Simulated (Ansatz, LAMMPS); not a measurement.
# Glassy 77SiO2-6B2O3-8CaO-8MgO (mol %) (142 atoms): support functions against a reference

Aim: test how closely localised support functions follow the reference on glassy 77SiO2-6B2O3-8CaO-8MgO (mol %) (142 atoms), and at what cost. A setting counts as converged where the r.m.s. difference of forces stays under 1 % of the r.m.s. force.

Calculated with Ansatz 0.2.0; Kohn-Sham DFT, PBE, PAW (set soft_2), plane waves.

### 1. Starting point

The cell holds 142 atoms: 37 Si, 6 B, 4 Ca, 4 Mg and 91 O. Its edges and angles: a = 12.352 Å, b = 12.352 Å, c = 12.352 Å, α = 90.0°, β = 90.0°, γ = 90.0°. 142 atoms (37 Si, 6 B, 4 Ca, 4 Mg, 91 O) placed at random at 2.31 g/cm³, melted at 3000 K for 20 ps at fixed volume with the Buckingham and Coulomb pair potential of Guillot and Sator (Geochim. Cosmochim. Acta 71, 1249 (2007)) with the boron terms of Wang et al. (J. Non-Cryst. Solids 498, 294 (2018)). Quenched from 3000 K to 300 K at 30 K/ps and fixed volume, held 10 ps at zero pressure.

Before any run, some limits are plain. The quench rate of 30 K/ps far exceeds what a furnace or splat quench reaches, so expect more defects and frozen-in strain than in a real sample. The network of bonds at the start is that of the classical potential that made the cell, and needn't be the one that DFT or experiment would give. The Brillouin zone is sampled at Γ only, in a cell whose shortest periodic width is 12 Å.

### 2. Making the structure

A classical potential makes the cell, at a small fraction of what the same run would cost in DFT.

This step: classical MD, Buckingham and Coulomb pair potential of Guillot and Sator (Geochim. Cosmochim. Acta 71, 1249 (2007)) with the boron terms of Wang et al. (J. Non-Cryst. Solids 498, 294 (2018)) (LAMMPS 22 Jul 2025 - Update 4).

in.lmp reads:

```
# melt-quench of Si37B6Ca4Mg4O91
units metal
atom_style charge
boundary p p p
region box block 0 12.6576 0 12.6576 0 12.6576
create_box 5 box
mass 1 28.0850   # Si
mass 2 10.8100   # B
mass 3 40.0780   # Ca
mass 4 24.3050   # Mg
mass 5 15.9990   # O
create_atoms 1 random 37 896136 NULL overlap 1.5 maxtry 2000
create_atoms 2 random 6 896143 NULL overlap 1.5 maxtry 2000
create_atoms 3 random 4 896150 NULL overlap 1.5 maxtry 2000
create_atoms 4 random 4 896157 NULL overlap 1.5 maxtry 2000
create_atoms 5 random 91 896164 NULL overlap 1.5 maxtry 2000
pair_style buck/coul/long 9.0
pair_coeff * * 0.0 1.0 0.0
pair_coeff 1 5 50306.10 0.161 46.2978   # Si-O
pair_coeff 2 5 206941.81 0.124 35.0018   # B-O
pair_coeff 3 5 155667.70 0.178 42.2597   # Ca-O
pair_coeff 4 5 32652.64 0.178 27.281   # Mg-O
pair_coeff 5 5 9022.79 0.265 85.0921   # O-O
pair_coeff 2 2 484.40 0.35 0.0   # B-B
pair_coeff 1 2 337.70 0.29 0.0   # Si-B
set type 1 charge 1.89
set type 2 charge 1.4175
set type 3 charge 0.945
set type 4 charge 0.945
set type 5 charge -0.945
kspace_style pppm 1.0e-4
neigh_modify delay 0 every 1 check yes
thermo_style custom step time temp pe press density
thermo_modify norm yes
# [... 17 lines left out ...]
fix md all nvt temp 3000 300 0.1
run 90000 post no
unfix md
thermo 3333
fix md all npt temp 300 300 0.1 iso 0 0 1
run 10000 post no
unfix md
write_dump all custom glass.dump id type xs ys zs modify sort id
```

On the command line:

```
$ lmp -in in.lmp -log none -nocite
```

Output:

```text
LAMMPS (22 Jul 2025 - Update 4)
Created orthogonal box = (0 0 0) to (12.6576 12.6576 12.6576)
Created 37 atoms
Created 6 atoms
Created 4 atoms
Created 4 atoms
Created 91 atoms
PPPM initialization ...
  G vector (1/distance) = 0.33732138
  grid = 12 12 12
  estimated relative force accuracy = 4.0576509e-05
   Step          Time           Temp          PotEng         Press         Density
         0   0              0             -1.1390282      815972.35      2.3070157
       100   0.1            0             -11.071308     -33454.518      2.3070157
       105   0.105          0             -11.080704     -34467.262      2.3070157
Loop time of 0.115184 s on 1 MPI rank(s) for 105 steps with 142 atoms
Minimization stats:
  Stopping criterion = energy tolerance
  Energy initial, next-to-last, final =
     -1.13902818694687   -11.080035580404  -11.0807037300889
  Force two-norm initial, final = 452.11592 2.2195483
  Iterations, force evaluations = 105 161
   Step          Time           Temp          PotEng         Press         Density
         0   0              3000          -11.080704     -5668.7528      2.3070157
       500   0.5            3080.0403     -10.686295      8943.1913      2.3070157
      1000   1              3045.2384     -10.751571      18473.669      2.3070157
Loop time of 0.551186 s on 1 MPI rank(s) for 1000 steps with 142 atoms
   Step          Time           Temp          PotEng         Press         Density
      1000   1              3045.2384     -10.751571      18473.669      2.3070157
      3333   3.333          3203.8196     -10.784608      14879.237      2.3070157
      6666   6.666          3116.6547     -10.791945     -6544.4975      2.3070157
      9999   9.999          2957.7419     -10.768332     -6410.5106      2.3070157
     13332   13.332         3585.623      -10.772824     -13214.39       2.3070157
     16665   16.665         2974.2227     -10.848851     -3125.5045      2.3070157
[... 2 lines left out ...]
Loop time of 10.9104 s on 1 MPI rank(s) for 20000 steps with 142 atoms
   Step          Time           Temp          PotEng         Press         Density
[... 12 lines left out ...]
Loop time of 47.9552 s on 1 MPI rank(s) for 90000 steps with 142 atoms
   Step          Time           Temp          PotEng         Press         Density
[... 1 line left out ...]
    113322   113.322        315.40369     -11.272955      6345.8133      2.4551033
    116655   116.655        320.75411     -11.271027     -81.20562       2.4999069
    119988   119.988        321.08781     -11.271702      11135.389      2.4947474
    121000   121            252.2771      -11.271363      10204.529      2.4828084
Loop time of 6.72652 s on 1 MPI rank(s) for 10000 steps with 142 atoms
```

It took 66 s on 1 thread of Arm Neoverse V2, shared host; peak memory 0.082 GiB.

### 3. Plane-wave single point

The first run fixes the reference, at a cutoff of 420 eV.

input.yaml reads:

```yaml
crystal:
  lattice:
    - [12.35152, 0.0, 0.0]
    - [0.0, 12.35152, 0.0]
    - [0.0, 0.0, 12.35152]
  atoms:
    - { symbol: Si, position: [0.4654, 0.90386, 0.72198] }
    - { symbol: Si, position: [0.16178, 0.04027, 0.43538] }
    - { symbol: Si, position: [0.16072, 0.58002, 0.09455] }
    - { symbol: Si, position: [0.39781, 0.26706, 0.81166] }
    - { symbol: Si, position: [0.93643, 0.97688, 0.32656] }
    - { symbol: Si, position: [0.64198, 0.60606, 0.92137] }
    - { symbol: Si, position: [0.64211, 0.00608, 0.59902] }
    - { symbol: Si, position: [0.77415, 0.29074, 0.75192] }
    - { symbol: Si, position: [0.56486, 0.78306, 0.5412] }
    - { symbol: Si, position: [0.1466, 0.97572, 0.97148] }
    - { symbol: Si, position: [0.99126, 0.45748, 0.48969] }
    - { symbol: Si, position: [0.02943, 0.21812, 0.56845] }
    - { symbol: Si, position: [0.71574, 0.28616, 0.28199] }
    - { symbol: Si, position: [0.87087, 0.68574, 0.82797] }
    - { symbol: Si, position: [0.49437, 0.90827, 0.17766] }
    - { symbol: Si, position: [0.07912, 0.85464, 0.56336] }
    - { symbol: Si, position: [0.26619, 0.60139, 0.63095] }
    - { symbol: Si, position: [0.48747, 0.50761, 0.72877] }
    - { symbol: Si, position: [0.05171, 0.53129, 0.72926] }
    - { symbol: Si, position: [0.32829, 0.41654, 0.4776] }
    - { symbol: Si, position: [0.86524, 0.58796, 0.23291] }
    - { symbol: Si, position: [0.63283, 0.51202, 0.30719] }
    - { symbol: Si, position: [0.40367, 0.05585, 0.40832] }
    - { symbol: Si, position: [0.87427, 0.02067, 0.55246] }
    - { symbol: Si, position: [0.47191, 0.69406, 0.3159] }
    - { symbol: Si, position: [0.66785, 0.25373, 0.53136] }
    - { symbol: Si, position: [0.89639, 0.35676, 0.1342] }
    - { symbol: Si, position: [0.57959, 0.84955, 0.95171] }
    - { symbol: Si, position: [0.1706, 0.46556, 0.30332] }
    - { symbol: Si, position: [0.7052, 0.38347, 0.96758] }
    - { symbol: Si, position: [0.93432, 0.73976, 0.40803] }
    - { symbol: Si, position: [0.95541, 0.73062, 0.05521] }
    [... 104 atom lines left out ...]
    - { symbol: O, position: [0.96438, 0.85144, 0.11485] }
    - { symbol: O, position: [0.85682, 0.02983, 0.42173] }
    - { symbol: O, position: [0.20035, 0.27275, 0.06393] }
    - { symbol: O, position: [0.01501, 0.49503, 0.60911] }
    - { symbol: O, position: [0.05625, 0.75379, 0.47715] }
    - { symbol: O, position: [0.93547, 0.01461, 0.20173] }
kpoints:
  mp_grid: { grid: [1, 1, 1] }
hamiltonian:
  xc: pbe
scf:
  occupations: { method: fixed }
output:
  forces: true
  stress: true
  populations: true
  dos:
    method: { smearing: { sigma: 0.15 } }
    de: 0.1
    projected: { site_lists: { B: [B], Ca: [Ca], Mg: [Mg], O: [O], Si: [Si] } }
  eigenvalues: true
  write_density: true
  write_potential: true
  volumetric_format: npy
  elf: true
```

On the command line:

```
$ ansatz run input.yaml --threads 4 --pin off --max-ram 8192MiB --backend cpu --events-out ev --progress --plain --runs-dir out
```

Output:

```text
Engine: ansatz 0.2.0, aarch64-unknown-linux-gnu
Pseudopotentials: kind: paw
Pseudopotential: Si, paw, valence charge 4, recommended cutoff 420 eV (normal), Si.paw.azcp
Pseudopotential: B, paw, valence charge 3, recommended cutoff 420 eV (normal), B.paw.azcp
Pseudopotential: Ca, paw, valence charge 10, recommended cutoff 420 eV (normal), Ca.paw.azcp
Pseudopotential: Mg, paw, valence charge 10, recommended cutoff 420 eV (normal), Mg.paw.azcp
Pseudopotential: O, paw, valence charge 6, recommended cutoff 420 eV (normal), O.paw.azcp
[... 5 lines on functional and potentials left out ...]
Crystal: 142 atoms, lattice volume = 1884.348 Å³
Basis set: ecut = 420 eV, 36785 PW (Γ), exchange–correlation on 180×180×180 points (8 copies of the dense FFT grid, shifted against one another)
Bands: 538, of which v1, the nominal top of the filled ones, is band 396 counted from 1 (395 counted from 0)
Symmetry: 1 space group operations
Space group: P1 (ITA 1), of the structure as read, at distance tolerance 1.2e-4 Å
k-points: 1
[... 11 lines on functional and potentials left out ...]
Initial density: superposition of atomic densities (neutral atoms: chi_scale 0, normalization atom), corrected by the library's trained network
Initial wavefunctions: pseudopotential atomic-orbital guess
Functional: x = pbe(κ = 0.804, μ = 0.219515), c = pbe(β = 0.066725)
SCF iter   1: F=—  HF=-91204.540848 eV  |F-HF|=—  |Δ(HF+E_count)|=         —  Δρ=2.47e-3  dr2=1.83e-1  ethr=1.77e-3  ⟨swp⟩=6.0  Hψ=2108  notcnv=0  defer=140
preconditioner: auto → Resta (q_TF=auto, 2.361 Å⁻¹)  ε∞=3.1  [insulator: Δε(μ)=2.698 eV  Ē_g=16.123 eV  n_scr=436 (ndim 8)  ℏωp=23.5 eV  f_vac=0.166  ε∞_Penn≈3.1]
SCF iter   2: F=—  HF=-91204.530147 eV  |F-HF|=—  |Δ(HF+E_count)|=   1.07e-2  Δρ=1.32e-3  dr2=4.38e-2  ethr=2.31e-5  ⟨swp⟩=3.0  Hψ=999  notcnv=0  defer=140
SCF iter   3: F=—  HF=-91204.529650 eV  |F-HF|=—  |Δ(HF+E_count)|=   4.97e-4  Δρ=6.16e-4  dr2=1.24e-2  ethr=5.53e-6  ⟨swp⟩=3.0  Hψ=689  notcnv=0  defer=140
SCF iter   4: F=—  HF=-91204.528218 eV  |F-HF|=—  |Δ(HF+E_count)|=   1.43e-3  Δρ=2.21e-4  dr2=1.14e-3  ethr=1.56e-6  ⟨swp⟩=3.0  Hψ=689  notcnv=0  defer=140
SCF iter   5: F=—  HF=-91204.528258 eV  |F-HF|=—  |Δ(HF+E_count)|=   3.98e-5  Δρ=1.38e-4  dr2=3.22e-4  ethr=1.44e-7  ⟨swp⟩=2.0  Hψ=688  notcnv=0  defer=140
SCF iter   6: F=—  HF=-91204.528241 eV  |F-HF|=—  |Δ(HF+E_count)|=   1.71e-5  Δρ=3.47e-5  dr2=2.45e-5  ethr=4.07e-8  ⟨swp⟩=2.0  Hψ=687  notcnv=0  defer=140
SCF iter   7: F=—  HF=-91204.532955 eV  |F-HF|=—  |Δ(HF+E_count)|=   4.71e-3  Δρ=1.73e-5  dr2=5.71e-6  ethr=3.10e-9  ⟨swp⟩=2.0  Hψ=928  notcnv=0  defer=140
SCF iter   8: F=—  HF=-91204.532956 eV  |F-HF|=—  |Δ(HF+E_count)|=   1.23e-6  Δρ=8.43e-6  dr2=1.28e-6  ethr=7.21e-10  ⟨swp⟩=3.0  Hψ=688  notcnv=0  defer=140
SCF iter   9: F=—  HF=-91204.532956 eV  |F-HF|=—  |Δ(HF+E_count)|=   2.05e-8  Δρ=2.44e-6  dr2=1.32e-7  ethr=1.61e-10  ⟨swp⟩=2.0  Hψ=687  notcnv=0  defer=140
SCF iter  10: F=-91204.532956 eV  HF=-91204.532956 eV  |F-HF|=2.37e-8  |Δ(HF+E_count)|=   4.53e-8  Δρ=1.64e-6  dr2=4.29e-8  ethr=1.26e-11  ⟨swp⟩=27.0  Hψ=5685  notcnv=0
SCF 1 converged in 10 iterations: F = -91204.532956 eV  dr2 = 4.29e-8
  greatest PAW one-centre occupation: 1.000 electrons in one spin orbital (limit 2), on the Mg atom at site 49 (counted from 0), in its partial waves of l = 0
WARN: The input density's exchange-correlation potential varies sharply where the density is thin. Do not read a vacuum level from v_tot or v_xc, or from such a field of the output density. On a cell that repeats whose density bears no net charge and no dipole along the vacuum's axis use v_es (v_loc + v_h of the components); [...]
SCF converged after 10 iterations
Free energy (F): -91204.532956 eV
Harris-Foulkes:  -91204.532956 eV  (|F-HF|=2.37e-8)
Internal energy: -91204.532956 eV  (E = F + TS)
E sigma→0 (E₀):  -91204.532956 eV
Fermi energy:    4.418054 eV
--- Per-component energies (eV) ---
  E_band       = -5194.996485
  E_kinetic    = 19577.375007
  E_local      = -61632.849404  (includes V_loc(G=0)·N_el)
  E_nonlocal   = 5958.104087
  E_hartree    = 23083.071375
  E_xc         = -9670.590022
  E_vxc        = -11437.621808  (∫ρ·V_xc dr)
  E_paw        = -38517.252564  (= ΣΔE_a)
  E_vpaw       = -3826.388420  (= ΣTr[D̂ρ^β])
  E_aug_tail   = 0.233008  (compensation charges beyond the density's cutoff)
  E_ewald      = -30002.624442
  E_smearing   = -0.000000  (= −TS)
  E_closure    = -0.000000  (closes the sum)
  Σ components = -91204.532956   (vs F -91204.532956, Δ=0.00e0)
--- Forces (eV/Å), atoms counted from 1 ---
  atom   1  Si    -2.56055371     0.23817033     1.09637436
  atom   2  Si    -3.02715927     1.81893693     0.40074452
  atom   3  Si     1.28419206    -2.51194846    -2.19606937
  atom   4  Si    -0.20095143     0.62096701    -1.55289091
  atom   5  Si     0.97973582    -0.68416583     3.40171729
  atom   6  Si    -1.78014510     0.15906945    -1.09607899
  atom   7  Si     0.63279735    -1.29090147    -1.99870314
  atom   8  Si     0.36936234    -2.96446808     0.45769388
  atom   9  Si     0.88563919     0.68699131    -2.13944482
  atom  10  Si     1.21489074     0.23524426    -1.14758456
  atom  11  Si    -3.40496416    -1.98120473    -1.90278213
  atom  12  Si     0.19885581    -0.99160054    -0.69941092
  atom  13  Si    -2.41288394    -0.86970448     1.31129097
  atom  14  Si    -0.00108298    -0.96977953     0.19110285
[...]
atom 141  O     -0.05381767    -0.40789326    -1.41802474
  atom 142  O     -1.86524387     1.89494625    -1.67565104
  max |Σ_I F_I| component: 4.74e-5 eV/Å
--- Stress (GPa, compression-positive) ---
        1.975924      -0.239407       0.811859
       -0.239403       0.625992       0.987958
        0.811863       0.987958       0.459749
  P = ⅓ Tr σ = 1.0206 GPa (10.206 kbar)
--- Band table (eV) ---
  k-point 0: bands = ["-70.2824", "-70.1246", "-69.3456", "-68.9780", [... 522 levels ...], "13.4084", "13.4320", "13.4581", "13.4856", "13.5312", "13.5545", "13.5748", "13.6006", "13.6511", "13.6762", "13.7047", "13.7429"]
--- Löwdin populations: 142 sites ---
  site symbol       q [e]
     0     Si      2.3238
     1     Si      2.2168
     2     Si      2.3047
[...]
141      O      6.6299
  spilling = 0.012757 (of n_electrons = 792.000000)
```

The job ended after 50 s (4 threads of Arm Neoverse V2, shared host; peak memory 2.9 GiB).

In the SCF lines HF is the Harris–Foulkes energy and dr2 the Hartree energy of the density residual, in eV; the loop may stop once dr2 is under the threshold and the program's other checks hold. Hψ counts applications of the Hamiltonian.

The program notes that the exchange-correlation potential is rough where the density is thin.

The run gave:

```yaml
free_energy: -91204.5330 eV
free_energy_per_atom: -642.2854 eV/atom
scf_cycles: 10
pressure: 1.021 GPa
r_m_s_force_component: 1.116 eV/Å
longest_force: 4.375 eV/Å
fermi_energy: 4.418 eV
spacing_of_highest_filled_and_lowest_empty_level: 2.472 eV
spilling_of_the_projection: 0.01276
```

The r.m.s. force component of 1.1 eV/Å and the pressure of 1.0 GPa set the scale for the differences below.

### 4. Support functions medium

The cell is solved in localised support functions. Besides, the program derives a nominal cutoff of 464 eV for this run, against the reference's 420.

This step: Kohn-Sham DFT, PBE, PAW (set soft_2), localised support functions (medium) (Ansatz 0.2.0).

input.yaml, the sections that differ from step 3:

```yaml
scf:
  occupations: { method: fixed }
  eigensolver: { kind: { support_functions: { accuracy: medium } } }
  max_iter: 150
output:
  forces: true
  eigenvalues: true
# crystal, kpoints, hamiltonian: as in step 3
```

Output:

```text
Warning: scf.eigensolver.kind.support_functions: disabling space-group detection — the functions' gradient is summed over unrotated k-points, so no spatial operation reduces the k-mesh or symmetrises the density; time reversal is kept, so that k and −k are solved as one point where they differ and the mesh holds both, and exact exchange and, on two spinor components, a DFT+U term hold to it where the run has them: [...]
Warning: basis.ecutwfc = 464 eV, auto-derived: no grid that the accuracy of the support functions lays serves the files at the lower one that their records recommend; a deck with other species or settings can derive another value
settings of this run that can trade accuracy for cost: scf.eigensolver.kind.support_functions [...]
[...]
Crystal: 142 atoms, lattice volume = 1884.348 Å³
Basis set: ecut = 464 eV, 42931 PW (Γ), exchange–correlation on 180×180×180 points (8 copies of the dense FFT grid, shifted against one another)
Bands: 476, of which v1, the nominal top of the filled ones, is band 396 counted from 1 (395 counted from 0)
Symmetry: 1 space group operations
k-points: 1
[...]
SCF iter   1: F=—  HF=-91189.485448 eV  |F-HF|=—  |Δ(HF+E_count)|=         —  Δρ=1.10e-1  dr2=2.37e2  ethr=1.00e-1
[...]
SCF iter  13: F=—  HF=-91205.207069 eV  |F-HF|=—  |Δ(HF+E_count)|=   2.57e-3  Δρ=1.41e-5  dr2=8.13e-6  ethr=6.66e-9  κ⁻¹=3.0e-5(r=7)
SCF iter  14: F=-91205.209194 eV  HF=-91205.209195 eV  |F-HF|=9.25e-7  |Δ(HF+E_count)|=   2.13e-3  Δρ=8.88e-6  dr2=2.05e-6  ethr=1.03e-9
SCF 1 converged in 14 iterations: F = -91205.238910 eV  dr2 = 2.05e-6
[...]
SCF converged after 14 iterations
Stability not checked: this state was not tested for a lower state beside it, because the mixer in use, unlike msr1, does not test its closes by its own steps (another_mixer; see scf.mixing.algorithm and scf.lower_state_search)
Free energy (F): -91205.238910 eV
[...]
Internal energy: -91205.238910 eV  (E = F + TS)
E sigma→0 (E₀):  -91205.238910 eV
Fermi energy:    4.419005 eV
[...]
Σ components = -91205.238910   (vs F -91205.238910, Δ=0.00e0)
--- Forces (eV/Å), atoms counted from 1 ---
  atom   1  Si    -2.56080899     0.23799261     1.09569729
  atom   2  Si    -3.02752791     1.81851344     0.40066491
  atom   3  Si     1.28395143    -2.51236305    -2.19538570
  atom   4  Si    -0.20086525     0.62124312    -1.55319944
[...]
atom 142  O     -1.86549476     1.89528186    -1.67552151
  max |Σ_I F_I| component: 4.87e-3 eV/Å
--- Band table (eV) ---
[...]
```

Wall time 3.1 min (4 threads); peak memory 5.4 GiB; 12 min of CPU time.

The program notes that the band table was not solved further than the SCF left it and it switched symmetry off.

Keys that differ from the reference: support_functions.accuracy = "medium" and scf.max_iter = 150.

Forces differ from the reference by 0.87 meV/Å r.m.s., 0.078 % of their size, well within a tolerance of 1 %; the energy by -5.0 meV/atom. It took roughly 3.8 times the reference's time (one timing each, with unlike analyses asked), in 14 cycles against 10.

(Part 1 of 3 ends here.)

[Long decimals in the printed logs are rounded to 6 places.]

[Logs are printed without paths, hosts, clocks, repeated set-up lines and the standing remarks that a program may print on its own settings, such as how far it seeks lower states.]

[Hosts, paths, dates, database ids (printed as entryN), source tags and the programs' standing remarks are cut or masked in the printed files.]
